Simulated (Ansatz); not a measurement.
**(SrO)2(KF)1 [001] superlattice, started as rocksalt type: from the cell to its phonons**

Aim: the phonons of (SrO)2(KF)1 [001] superlattice, started as rocksalt type at a cell relaxed beforehand at this level.

Method: DFT LDA, scalar-relativistic, plane waves, PAW, in Ansatz 0.2.0.

The structure was built from a prototype and need not be the compound's stable phase.

## 1. The structure

The structure is tetragonal, space group I4/mmm (No. 139). Conventional cell: a = 3.576 Å, b = 3.576 Å, c = 15.454 Å, α = 90.00°, β = 90.00°, γ = 90.00°. Nearest to F lie 4 K at 2.53 Å and 2 Sr at 2.61 Å. K has 4 F at 2.53 Å and 2 O at 2.67 Å nearest. O has 5 Sr at 2.45 to 2.53 Å and 1 K at 2.67 Å nearest. Sr has 5 O at 2.45 to 2.53 Å and 1 F at 2.61 Å nearest. Farther neighbours and most contacts between anions are not listed.

## 2. Linear response at the zone centre

The cell comes from relaxations at this level that are not shown. The zone centre is the only wavevector solved here; it holds the modes that light can see, as far as symmetry allows. The response to a homogeneous field gives the Born charges and the dielectric tensor, and its change with displacement the Raman tensors.

Input file input.yaml:

```yaml
crystal:
  lattice:
    - [2.5286916177, 2.5286916177, 0.0]
    - [-2.5286916177, 2.5286916177, 0.0]
    - [2.5286916177, 0.0, 7.7270117999]
  atoms:
    - { symbol: F, position: [0.1666666667, 0.8333333333, 0.6666666667] }
    - { symbol: K, position: [0.6666666667, 0.3333333333, 0.6666666667] }
    - { symbol: O, position: [0.4936594941, 0.5063405059, 0.0126810118] }
    - { symbol: O, position: [0.8396738392, 0.1603261608, 0.3206523215] }
    - { symbol: Sr, position: [-0.0020253896, 0.0020253896, 0.0040507792] }
    - { symbol: Sr, position: [0.3353587229, 0.6646412771, 0.3292825541] }
kpoints:
  mp_grid: { grid: [8, 8, 8] }
hamiltonian:
  xc: lda
scf:
  occupations: { method: fixed }
output:
  eigenvalues: true
phonons:
  method: dfpt
  dielectric: true
  rigid_motions: translations
  raman: true
```

Started as:

```bash
$ ansatz run input.yaml --threads 8 --pin off --max-ram 14336MiB --backend cpu --events-out ev --progress --plain --runs-dir out
```

Planned after this: isotope substitution, element K, natural mass 39.0983 amu; isotope substitution, element O, natural mass 15.999 amu; another isotope, element Sr, natural mass 87.62 amu. Settings of the main run: cutoff 420 eV, 8×8×8 k-mesh, fixed occupations.

What does the calculation give for the highest optical mode at the zone centre and top of the zone-centre spectrum with the field?

With one main axis (tetragonal system), two principal values must be equal and the third, along that axis, is free. The structure is stable against zone-centre distortions, since no mode there is imaginary; other wavevectors were not solved, so zone-boundary instabilities are untested. Without the field, the optical modes at Γ span 90 to 353 cm⁻¹.

- volume per atom: 16.5 Å³
- gap on the k-mesh: 3.39 eV
- highest optical mode at the zone centre (no LO-TO term): 353 cm⁻¹
- top of the zone-centre spectrum with the field: 452 cm⁻¹
- lowest optical zone-centre mode: 90.0 cm⁻¹
- mean high-frequency dielectric constant: 3.24
- mean static dielectric constant: 13.3
- largest Born charge (third of the trace): 2.35 e
- imaginary modes at Γ (the only wavevector solved): none

No dispersion was computed. The highest mode in this list at Γ, 353.5 cm⁻¹, is mostly motion of O (97 % of the kinetic energy). With the macroscopic field of the longitudinal modes the top of the zone-centre spectrum lies at 452 cm⁻¹, against 353 cm⁻¹ without it. Lattice motion raises the mean dielectric constant from 3.240 to 13.25. The strongest infrared line is at 216 cm⁻¹. Averaged over orientations, the strongest Raman line at 532 nm and 300 K is at 191 cm⁻¹. The starting cell was built on a prototype and not taken from a measurement, so the phase need not exist. These are harmonic frequencies at zero temperature: anharmonic shifts, linewidths and thermal expansion are left out.

[Logs are printed without paths, hosts, clocks, repeated set-up lines and the standing remarks that a program may print on its own settings, such as how far it seeks lower states.]

[Hosts, paths, dates, database ids (printed as entryN), source tags and the programs' standing remarks are cut or masked in the printed files.]
